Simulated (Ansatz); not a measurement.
# ZrBRh3 (Pm-3m): from the cell to its phonons, part 2 of 2

Wanted: phonon frequencies of ZrBRh3 (Pm-3m) and what follows from them.

Ansatz 0.2.0; DFT PBEsol, scalar-relativistic, plane waves, PAW; PAW set soft_1.

So far. Step 3 (Tight relaxation): The forces vanish by symmetry and the pressure is 0.000 GPa, within the tolerances set. The cell now holds 13.67 Å³/atom. The relaxed cell has a = 4.089 Å (conventional setting).

**4. Zone-centre response**

The zone centre comes first: it holds the modes that light can see, as far as symmetry allows. No field response is asked, since the mesh shows no gap.

input.yaml reads:

```yaml
crystal:
  lattice:
    - [4.08908257, 0.0, 0.0]
    - [0.0, 4.08908257, 0.0]
    - [0.0, 0.0, 4.08908257]
  atoms:
    - { symbol: Zr, position: [0.0, 0.0, 0.0] }
    - { symbol: B, position: [0.5, 0.5, 0.5] }
    - { symbol: Rh, position: [0.0, 0.5, 0.5] }
    - { symbol: Rh, position: [0.5, 0.5, 0.0] }
    - { symbol: Rh, position: [0.5, 0.0, 0.5] }
kpoints:
  mp_grid: { grid: [12, 12, 12] }
hamiltonian:
  xc: pbesol
  pseudopotentials: { kind: paw, azcp: { folder: soft_1 }, xc_functional: pbe }
scf:
  occupations: { method: methfessel_paxton, width: 0.2 }
output:
  eigenvalues: true
phonons:
  method: dfpt
```

On the command line:

```
$ ansatz run input.yaml --threads 4 --pin off --max-ram 10240MiB --backend cpu --events-out ev --progress --plain --runs-dir out
```

Numbers of over 12 decimals in the logs are rounded to 6 here.

The program printed:

```text
zone centre: on kpoints.mp_grid the ground state, and the responses unless they are solved on pairs of k-points, stand on 343 of the mesh's 1728 k-points, reduced under 8 symmetry operations, with k and −k counted as one. Each operation leaves every solved displacement unchanged or reverses it
[...]
Crystal: 5 atoms, lattice volume = 68.372 Å³
Basis set: ecut = 420 eV, 1357 PW (Γ), exchange–correlation on 60×60×60 points (8 copies of the dense FFT grid, shifted against one another)
Bands: 40, of which v1, the nominal top of the filled ones, is band 33 counted from 1 (32 counted from 0)
Symmetry: 48 space group operations
k-points: 343 of 1728 (irreducible under 8 space group operations)
[...]
SCF iter   1: F=—  HF=-23309.504175 eV  |F-HF|=—  |Δ(HF+E_count)|=         —  Δρ=2.52e-1  dr2=7.20e1  ethr=3.10e-3  ⟨swp⟩=4.9  Hψ=43534  notcnv=0
[...]
SCF iter  12: F=-23301.507878 eV  HF=-23301.507878 eV  |F-HF|=3.64e-12  |Δ(HF+E_count)|=  7.28e-12  S|Δr|=    0.00e0  Δρ=2.04e-8  dr2=2.70e-13  ethr=1.00e-12  ⟨swp⟩=7.0  Hψ=54978  notcnv=0
SCF 1 converged in 12 iterations: F = -23301.507878 eV  dr2 = 2.70e-13
[...]
DFPT response loops at Γ: preconditioner auto → Kerker (q_TF=auto, 2.712 Å⁻¹) (partly filled bands, converged f_vac=0.000); β = 1.00, the filter's whole step (`scf.mixing.beta` (0.50) is not read by the response loops under this deck's `scf.mixing.preconditioner`; to damp them name `kerker` or `kerker_dos`, under which they read `scf.mixing.beta`, and type it under 1.00, their step now; both keys bind the ground state too); Broyden in place of MSR1
SCF converged after 12 iterations
[...]
Free energy (F): -23301.507878 eV
[...]
Internal energy: -23301.514409 eV  (E = F + TS)
E sigma→0 (E₀):  -23301.509511 eV
Entropy (-TS):   0.006531 eV (1.306 meV/atom)
Fermi energy:    19.521833 eV
[...]
--- Band table (eV; the first three rows and the last of 343) ---
  k-point 0: bands = [... 29 lower, 18.1878, 18.1878, 19.4087, 19.4383, 19.4383, 19.4383, 21.7914, 21.7914, ... 3 higher]
  k-point 1: bands = [... 29 lower, 17.9600, 18.4598, 19.3528, 19.4384, 19.6745, 19.6745, 21.7502, 21.8507, ... 3 higher]
  k-point 2: bands = [... 29 lower, 17.7155, 18.5178, 19.1864, 19.4389, 20.1034, 20.1034, 21.6378, 21.9428, ... 3 higher]
  k-point 342: bands = [... 29 lower, 19.2435, 19.2435, 19.2435, 19.9676, 19.9676, 19.9676, 20.8435, 20.8435, ... 3 higher]
--- Phonons (Γ-DFPT): 4 representative perturbations + reference, on 343 of 1728 k-points (Σ response iterations 14) ---
  k mesh reduced under 8 symmetry operations, with k and −k counted as one. Each operation leaves every solved displacement unchanged or reverses it
  ASR residual: 1.489e-5 → 0.000e0 eV/Å²; symmetrization residual: 1.005e-5 eV/Å²
  ASR residual per site (eV/Å²): 1.29e-5 3.01e-6 1.49e-5 1.49e-5 1.49e-5
  Γ frequencies (cm⁻¹): 0.00 0.00 0.00 125.09 125.09 125.09 127.79 127.79 127.79 135.72 135.72 135.72 580.26 580.26 580.26
  non-analytic LO–TO correction: not included (Born effective charges unavailable; polar crystals: no LO–TO splitting at Γ)
```

Run time: 2 min. Hardware: 4 threads of Arm Neoverse V2, shared host; peak memory 2.8 GiB.

Numbers from this step:

```
sum-rule residual before enforcement                    : 1.49e-5 eV/Å²
point group                                             : m-3m
highest optical mode at the zone centre (no LO-TO term) : 580.3 cm⁻¹
lowest optical zone-centre mode                         : 125.1 cm⁻¹
```

Patterns of degenerate modes are one choice out of their space. The modes at Γ (shares of kinetic energy by element, %):

| mode | frequency (cm⁻¹) | symmetry | Zr % | B % | Rh % |
| --- | --- | --- | --- | --- | --- |
| 1 | 0.0 | acoustic | 22 | 3 | 75 |
| 2 | 0.0 | acoustic | 22 | 3 | 75 |
| 3 | 0.0 | acoustic | 22 | 3 | 75 |
| 4 | 125.1 | T2u | 0 | 0 | 100 |
| 5 | 125.1 | T2u | 0 | 0 | 100 |
| 6 | 125.1 | T2u | 0 | 0 | 100 |
| 7 | 127.8 | T1u | 0 | 11 | 89 |
| 8 | 127.8 | T1u | 0 | 11 | 89 |
| 9 | 127.8 | T1u | 0 | 11 | 89 |
| 10 | 135.7 | T1u | 78 | 0 | 22 |
| 11 | 135.7 | T1u | 78 | 0 | 22 |
| 12 | 135.7 | T1u | 78 | 0 | 22 |
| 13 | 580.3 | T1u | 0 | 86 | 14 |
| 14 | 580.3 | T1u | 0 | 86 | 14 |
| 15 | 580.3 | T1u | 0 | 86 | 14 |

Displacements in mode 6 (125.1 cm⁻¹), the largest set to 1:
```
Zr1  0.00  0.00  0.00
B2   0.00  0.00  0.00
Rh3  0.00 -1.00  0.11
Rh4  0.05  1.00  0.00
Rh5 -0.05  0.00 -0.11
```

Displacements in mode 14 (580.3 cm⁻¹), the largest set to 1:
```
Zr1  0.00  0.00  0.00
B2   0.00  1.00  0.62
Rh3  0.00  0.01  0.01
Rh4  0.00  0.01 -0.08
Rh5  0.00 -0.13  0.01
```

Before it was imposed, the acoustic sum rule was missed by 1.5e-5 eV/Å². Small misses are needed for a sound result but don't prove that mesh and cutoff are converged. The lowest optical mode is real, 125 cm⁻¹.

**5. Phonons on a q mesh**

Stability and thermal properties need the whole zone. Linear response on a 2×2×2 q mesh gives force constants as far as a supercell of that size would.

input.yaml: that of step 4 with these lines changed.

```diff
@@ -22 +22,8 @@
   method: dfpt
+  qmesh: [2, 2, 2]
+  temperatures: { t_max: 1000, t_step: 50 }
+  qpath:
+    path:
+      - [[0.0, 0.0, 0.0], [0.0, 0.5, 0.0], [0.5, 0.5, 0.0], [0.0, 0.0, 0.0], [0.5, 0.5, 0.5], [0.0, 0.5, 0.0]]
+      - [[0.5, 0.5, 0.5], [0.5, 0.5, 0.0]]
+    npoints: 10
```

The program printed:

```text
[...]
Crystal: 5 atoms, lattice volume = 68.372 Å³
Basis set: ecut = 420 eV, 1357 PW (Γ), exchange–correlation on 60×60×60 points (8 copies of the dense FFT grid, shifted against one another)
Bands: 40, of which v1, the nominal top of the filled ones, is band 33 counted from 1 (32 counted from 0)
Symmetry: 48 space group operations
k-points: 84 of 1728
[...]
SCF iter   1: F=—  HF=-23309.504068 eV  |F-HF|=—  |Δ(HF+E_count)|=         —  Δρ=2.52e-1  dr2=7.20e1  ethr=3.10e-3  ⟨swp⟩=4.9  Hψ=10610  notcnv=0
[...]
SCF iter  12: F=-23301.507878 eV  HF=-23301.507878 eV  |F-HF|=3.64e-12  |Δ(HF+E_count)|=  3.64e-12  S|Δr|=    0.00e0  Δρ=2.06e-8  dr2=2.73e-13  ethr=1.00e-12  ⟨swp⟩=7.2  Hψ=13506  notcnv=0
SCF 1 converged in 12 iterations: F = -23301.507878 eV  dr2 = 2.73e-13
[...]
SCF iter   4: F=-23301.507878 eV  HF=-23301.507878 eV  |F-HF|=0.00e0  |Δ(HF+E_count)|=  7.28e-12  S|Δr|=    0.00e0  Δρ=9.48e-8  dr2=2.49e-12  ethr=1.00e-12  ⟨swp⟩=2.0  Hψ=6466  notcnv=0
SCF 2 converged in 4 iterations: F = -23301.507878 eV  dr2 = 2.49e-12
phonons: the bands overlap, so this run is a metal and interpolates without the dipole-dipole term. If the crystal is really an insulator or semiconductor, its LO-TO splitting is missing
NSCF: frozen V_eff on 84 k-points
[...]
DFPT response loops at q = (0, 0, 0) (fractional): preconditioner auto → Kerker (q_TF=auto, 2.712 Å⁻¹) (partly filled bands, converged f_vac=0.000); β = 1.00, the filter's whole step (`scf.mixing.beta` (0.50) is not read by the response loops under this deck's `scf.mixing.preconditioner`; to damp them name `kerker` or `kerker_dos`, under which they read `scf.mixing.beta`, and type it under 1.00, their step now; both keys bind the ground state too); Broyden in place of MSR1
[...]
SCF converged after 12 iterations
[...]
Free energy (F): -23301.507878 eV
[...]
Internal energy: -23301.514409 eV  (E = F + TS)
E sigma→0 (E₀):  -23301.509511 eV
Entropy (-TS):   0.006531 eV (1.306 meV/atom)
Fermi energy:    19.521833 eV
[...]
--- Band table (eV; the first three rows and the last of 84) ---
  k-point 0: bands = [... 29 lower, 18.1878, 18.1878, 19.4087, 19.4383, 19.4383, 19.4383, 21.7914, 21.7914, ... 3 higher]
  k-point 1: bands = [... 29 lower, 17.9600, 18.4598, 19.3528, 19.4384, 19.6745, 19.6745, 21.7502, 21.8507, ... 3 higher]
  k-point 2: bands = [... 29 lower, 17.7155, 18.5178, 19.1864, 19.4389, 20.1034, 20.1034, 21.6378, 21.9428, ... 3 higher]
  k-point 83: bands = [... 29 lower, 19.2435, 19.2435, 19.2435, 19.9676, 19.9676, 19.9676, 20.8435, 20.8435, ... 3 higher]
--- Phonons (Γ-DFPT): 4 representative perturbations + reference (Σ response iterations 14) ---
  ASR residual: 1.110e-5 → 0.000e0 eV/Å²; symmetrization residual: 9.944e-6 eV/Å²
  ASR residual per site (eV/Å²): 3.30e-6 2.26e-6 1.11e-5 1.11e-5 1.11e-5
[...]
--- Phonons (arbitrary-q DFPT): 4 irreducible q on the 2×2×2 mesh ---
  q = [0.0000, 0.0000, 0.0000] (star 1, of the zone-centre solve; hermiticity 9.25e-7, symmetrization 8.57e-13): -0.00 0.00 0.00 125.09 125.09 125.09 127.79 127.79 127.79 135.72 135.72 135.72 580.26 580.26 580.26
  q = [0.0000, 0.0000, -0.5000] (star 3, 9 solved perturbations in 2646 linear systems a pass and spin channel, the states on 343 of 1728 k-point pairs; hermiticity 8.96e-7, symmetrization 2.69e-13): 96.61 96.61 102.72 102.72 121.91 136.44 136.44 138.91 138.91 152.29 182.93 251.49 582.04 582.04 695.07
[...]
sum rule: each row above includes the acoustic sum rule's correction from the zone centre's row sums; it moved no ω² by more than (0.24 cm⁻¹)²
  mesh force constants: q→R imaginary residual 3.67e-18; ASR residual 1.110e-5 → 0.000e0 eV/Å²; symmetrization residual 2.132e-14 eV/Å²
  interpolated dispersion: 62 rows × 15 modes
  density of states and harmonic sums: on the 16×16×16 q-mesh, interpolated from the force constants of a 2×2×2 supercell (no non-analytic term)
  largest difference from the sums on the solved wave vectors: F 5.32e-2 eV, S 8.54e-5 and C_V 3.22e-5 eV/K
  zero-point energy: 0.224382 eV/cell   skipped modes (ω ≤ 0): 3   left out of the sums: 4.88e-5 of the cell's modes: C_V's classical limit lies that fraction below 3 k_B per atom; for a crystal, a wire or a layer, F and S can be off by more, and a phonons.interpolated_qmesh denser along its periods is the remedy for the sampling
```

It took 9.2 min on 4 threads; peak memory 2.3 GiB.

This step gave:

| Property | Result |
| --- | --- |
| sum-rule residual before enforcement | 1.11e-5 eV/Å² |
| lowest frequency on the path | 0 cm⁻¹ |
| highest frequency on the path or at a solved wavevector | 705 cm⁻¹ |
| mean frequency | 241.3 cm⁻¹ |
| Debye temperature (second moment) | 586 K |
| logarithmic mean frequency | 184.6 cm⁻¹ |
| lowest mode on the q mesh (acoustic modes at Γ apart) | 79.5 cm⁻¹ |
| zero-point energy per atom | 44.88 meV |
| heat capacity at 300 K | 21.55 J/(mol atoms K) |
| vibrational entropy at 300 K | 29.98 J/(mol atoms K) |
| edges of the widest gap between branches, on path and mesh | 311.7, 580.3 cm⁻¹ |

Frequencies (cm⁻¹) solved at each irreducible wavevector; negative means imaginary. Frequencies by wavevector, by row:

```csv
q in reciprocal lattice units,star,mode 1,mode 2,mode 3,mode 4,mode 13,mode 14,mode 15
0 0 0,1,0,0,0,125.1,580.3,580.3,580.3
0 0 -0.5,3,96.6,96.6,102.7,102.7,582,582,695.1
0 -0.5 -0.5,3,79.5,103.2,103.2,121.4,580.7,689.5,689.5
-0.5 -0.5 -0.5,1,94,94,94,110.2,705,705,705
```

Interpolated from a 2×2×2 q mesh, rough between the solved points. Phonon branches along the path, in cm⁻¹:

```csv
point,branch 1,branch 2,branch 3,branch 4,branch 12,branch 13,branch 14,branch 15
Γ,0,0,0,125,136,580,580,580
halfway,59,59,112,120,208,581,581,637
X,97,97,103,103,252,582,582,695
halfway,86,109,112,112,262,581,635,692
M,80,103,103,121,284,581,690,690
halfway,82,88,111,118,226,581,636,636
Γ,0,0,0,125,136,580,580,580
halfway,96,96,101,125,245,637,637,638
R,94,94,94,110,312,705,705,705
halfway,90,98,106,121,274,638,639,695
X,97,97,103,103,252,582,582,695
jump to R,94,94,94,110,312,705,705,705
halfway,87,99,99,119,295,642,697,697
M,80,103,103,121,284,581,690,690
```

Tetrahedra on a 16×16×16 mesh, mean over bins of 10 cm-1. Interpolated from a 2×2×2 q mesh, rough between the solved points. Phonon density of states against wavenumber; read off at these points:

| wavenumber (cm⁻¹) | phonon density of states (1/cm⁻¹/cell) |
| --- | --- |
| 5 | 2.0e-5 |
| 35 | 0.00148 |
| 75 | 0.0127 |
| 105 | 0.0910 |
| 135 | 0.133 |
| 145 | 0.180 |
| 175 | 0.0232 |
| 205 | 0.0363 |
| 235 | 0.00708 |
| 275 | 0.0137 |
| 305 | 0.00246 |
| 335 | 0 |
| 375 | 0 |
| 405 | 0 |
| 435 | 0 |
| 475 | 0 |
| 505 | 0 |
| 535 | 0 |
| 575 | 0 |
| 585 | 0.0523 |
| 605 | 0.0195 |
| 635 | 0.0183 |
| 675 | 0.0229 |
| 685 | 0.0357 |
| 705 | 0.0021 |

The partial phonon density of states has structure finer than the step of the table below, so its rows give means over 25 cm⁻¹, whole bins alone (the curve runs from -10 to 734 cm⁻¹). Peaks (cm⁻¹: height): B 584.2: 0.0377, 602.9: 0.0291, 630.9: 0.0311, 659.0: 0.0294, 687.1: 0.0350; Rh 121.0: 0.122, 144.4: 0.0827, 205.2: 0.0337; Zr 139.7: 0.0966.

Phonopy on the run's constants, 13x13x13 mesh, Gaussian sigma 5.3 cm-1. Interpolated from a 2×2×2 q mesh, rough between the solved points. Partial phonon density of states against wavenumber; means over each step; values in 1/cm⁻¹/cell:

| wavenumber (cm⁻¹) | B | Rh | Zr |
| --- | --- | --- | --- |
| 25 | 1.9e-5 | 6.0e-4 | 1.7e-4 |
| 50 | 8.0e-5 | 0.00314 | 8.2e-4 |
| 75 | 1.7e-4 | 0.0246 | 0.00237 |
| 100 | 3.0e-4 | 0.0823 | 0.00523 |
| 125 | 0.00129 | 0.0920 | 0.0360 |
| 150 | 0.00250 | 0.0622 | 0.0643 |
| 175 | 0.00129 | 0.0214 | 0.00935 |
| 200 | 8.1e-4 | 0.0269 | 0.00148 |
| 225 | 2.6e-4 | 0.0102 | 5.9e-5 |
| 250 | 2.8e-4 | 0.0129 | 2.9e-5 |
| 275 | 2.0e-4 | 0.0124 | 6.1e-6 |
| 300 | 4.1e-5 | 0.00411 | 0 |
| 325 | 6.0e-8 | 1.3e-4 | 0 |
| 350 | 0 | 0 | 0 |
| 375 | 0 | 0 | 0 |
| 400 | 0 | 0 | 0 |
| 425 | 0 | 0 | 0 |
| 450 | 0 | 0 | 0 |
| 475 | 0 | 0 | 0 |
| 500 | 0 | 0 | 0 |
| 525 | 0 | 0 | 0 |
| 550 | 7.7e-6 | 1.0e-6 | 0 |
| 575 | 0.0149 | 0.00224 | 6.6e-7 |
| 600 | 0.0242 | 0.00290 | 1.2e-5 |
| 625 | 0.0167 | 0.00110 | 1.5e-5 |
| 650 | 0.0162 | 5.5e-4 | 1.8e-5 |
| 675 | 0.0235 | 2.9e-4 | 3.1e-5 |
| 700 | 0.0171 | 4.9e-5 | 2.1e-5 |

Harmonic thermodynamic functions per atom, from the density of states. Interpolated from a 2×2×2 q mesh, rough between the solved points. Thermodynamic functions, by row:

| T (K) | F_vib (meV/atom) | S (J/mol-atom/K) | C_V (J/mol-atom/K) |
| --- | --- | --- | --- |
| 0 | 44.88 | 0 | 0 |
| 50 | 44.55 | 2.59 | 6.664 |
| 100 | 41.31 | 9.951 | 14.25 |
| 200 | 24.51 | 21.68 | 19.29 |
| 300 | -2.47 | 29.98 | 21.55 |
| 400 | -36.97 | 36.36 | 22.76 |
| 500 | -77.42 | 41.52 | 23.45 |
| 600 | -122.7 | 45.83 | 23.86 |
| 700 | -172.2 | 49.53 | 24.13 |
| 800 | -225.3 | 52.77 | 24.31 |
| 900 | -281.5 | 55.64 | 24.44 |
| 1000 | -340.5 | 58.22 | 24.53 |

Harmonic mean-square displacement, third of the trace. Interpolated from a 2×2×2 q mesh, rough between the solved points. Mean square displacements, by row:

```
T (K)  Zr1 U_eq (Å²)  B2 U_eq (Å²)  Rh3 U_eq (Å²)  Rh4 U_eq (Å²)  Rh5 U_eq (Å²)
    0        0.00136       0.00294        0.00127        0.00127        0.00127
  100        0.00191       0.00321        0.00194        0.00194        0.00194
  300        0.00462       0.00471        0.00487        0.00487        0.00487
  600        0.00903       0.00784        0.00954        0.00954        0.00954
```

Symmetry leaves 4 wavevectors to solve. The lowest mode among them, the acoustic zeros apart, lies at q = (0, -0.5, -0.5) and is real, 79.5 cm⁻¹.

**6. Isotope substitution, element B, natural mass 10.81 amu**

An isotope changes the mass and not the force constants, so no new electronic calculation is needed; the shifts show which modes move this element.

The same force constants with the mass of B changed from 10.810 to 10.013 u (phonopy, no LO-TO term). Both lists are sorted by frequency; levels can cross, so a row need not hold one and the same mode. Modes under 3 cm⁻¹ are left out. Isotope shifts, by row, the first 40 of 57 rows:

```csv
q,rank,natural mass (cm⁻¹),changed mass (cm⁻¹)
0 0 0,4,125.1,125.1
0 0 0,5,125.1,125.1
0 0 0,6,125.1,125.1
0 0 0,7,127.8,128.3
0 0 0,8,127.8,128.3
0 0 0,9,127.8,128.3
0 0 0,10,135.7,135.7
0 0 0,11,135.7,135.7
0 0 0,12,135.7,135.7
0 0 0,13,580.3,599.8
0 0 0,14,580.3,599.8
0 0 0,15,580.3,599.8
0 0 -0.5,1,96.61,96.61
0 0 -0.5,2,96.61,96.61
0 0 -0.5,3,102.7,103
0 0 -0.5,4,102.7,103
0 0 -0.5,5,121.9,121.9
0 0 -0.5,6,136.4,136.4
0 0 -0.5,7,136.4,136.4
0 0 -0.5,8,138.9,139.3
0 0 -0.5,9,138.9,139.3
0 0 -0.5,10,152.3,152.3
0 0 -0.5,11,182.9,182.9
0 0 -0.5,12,251.5,251.5
0 0 -0.5,13,582,601.7
0 0 -0.5,14,582,601.7
0 0 -0.5,15,695.1,722.2
0 -0.5 -0.5,1,79.5,79.5
0 -0.5 -0.5,2,103.2,103.2
0 -0.5 -0.5,3,103.2,103.2
0 -0.5 -0.5,4,121.4,121.4
0 -0.5 -0.5,5,121.4,121.4
0 -0.5 -0.5,6,135.4,136.1
0 -0.5 -0.5,7,141.4,141.4
0 -0.5 -0.5,8,148.2,148.2
0 -0.5 -0.5,9,148.2,148.2
0 -0.5 -0.5,10,170.8,170.8
0 -0.5 -0.5,11,209.2,209.2
0 -0.5 -0.5,12,283.5,283.5
0 -0.5 -0.5,13,580.7,600.3
```

A mode of this element alone would shift by +3.90 %. The highest zone-centre frequency without the field goes from 580.3 to 599.8 cm⁻¹ (+3.4 %). The product of the frequency ratios over all optical modes at Γ is 1.118; the product rule, (m/m′)^(3k/2) (M′/M)^(3/2) with k = 1 such atoms and M the mass of the cell, gives 1.118.

**7. Isotope substitution, element Zr, natural mass 91.222 amu**

The same for Zr, from 91.22 to 95.91 u.

A mode of this element alone would shift by -2.47 %. The highest zone-centre frequency without the field goes from 580.3 to 580.3 cm⁻¹ (+0.0 %). The product of the frequency ratios over all optical modes at Γ is 0.943; the product rule, (m/m′)^(3k/2) (M′/M)^(3/2) with k = 1 such atoms and M the mass of the cell, gives 0.944.

**8. What came out**

| Property | Result |
| --- | --- |
| space group after relaxation (within 0.01 Å) | Pm-3m |
| volume per atom | 13.7 Å³ |
| electronic character | no gap on this mesh |
| highest optical mode at the zone centre (no LO-TO term) | 580 cm⁻¹ |
| lowest optical zone-centre mode | 125 cm⁻¹ |
| lowest mode on the q mesh (acoustic modes at Γ apart) | 79.5 cm⁻¹ |
| highest frequency on the path or at a solved wavevector | 705 cm⁻¹ |
| zero-point energy per atom | 44.9 meV |
| heat capacity at 300 K | 21.5 J/(mol atoms K) |
| vibrational entropy at 300 K | 30.0 J/(mol atoms K) |
| Debye temperature (second moment) | 586 K |
| imaginary modes on the 2×2×2 q mesh | none |

What this shows: The structure is a minimum as far as tested: no mode is imaginary at the 4 irreducible wavevectors of the 2×2×2 mesh, and the softest away from the acoustic zeros lies at 80 cm⁻¹. The optical modes at Γ span 125 to 580 cm⁻¹. The highest mode in this list at Γ, 580.3 cm⁻¹, is mostly motion of B (86 % of the kinetic energy). On the path and the mesh, the widest gap between branches runs from 312 to 580 cm⁻¹. The q mesh stands for a supercell only 8.2 Å across, so branches between the solved wavevectors are rough. With no gap, or one that is small against the smearing, the frequencies hang on the k mesh and the smearing, most of all near Kohn anomalies. The PAW files were made for PBE and serve the other functionals too. These are harmonic frequencies at zero temperature: anharmonic shifts, linewidths and thermal expansion are left out.

[Logs are printed without paths, hosts, clocks, repeated set-up lines and the standing remarks that a program may print on its own settings, such as how far it seeks lower states.]

[Hosts, paths, dates, database ids (printed as entryN), source tags and the programs' standing remarks are cut or masked in the printed files.]
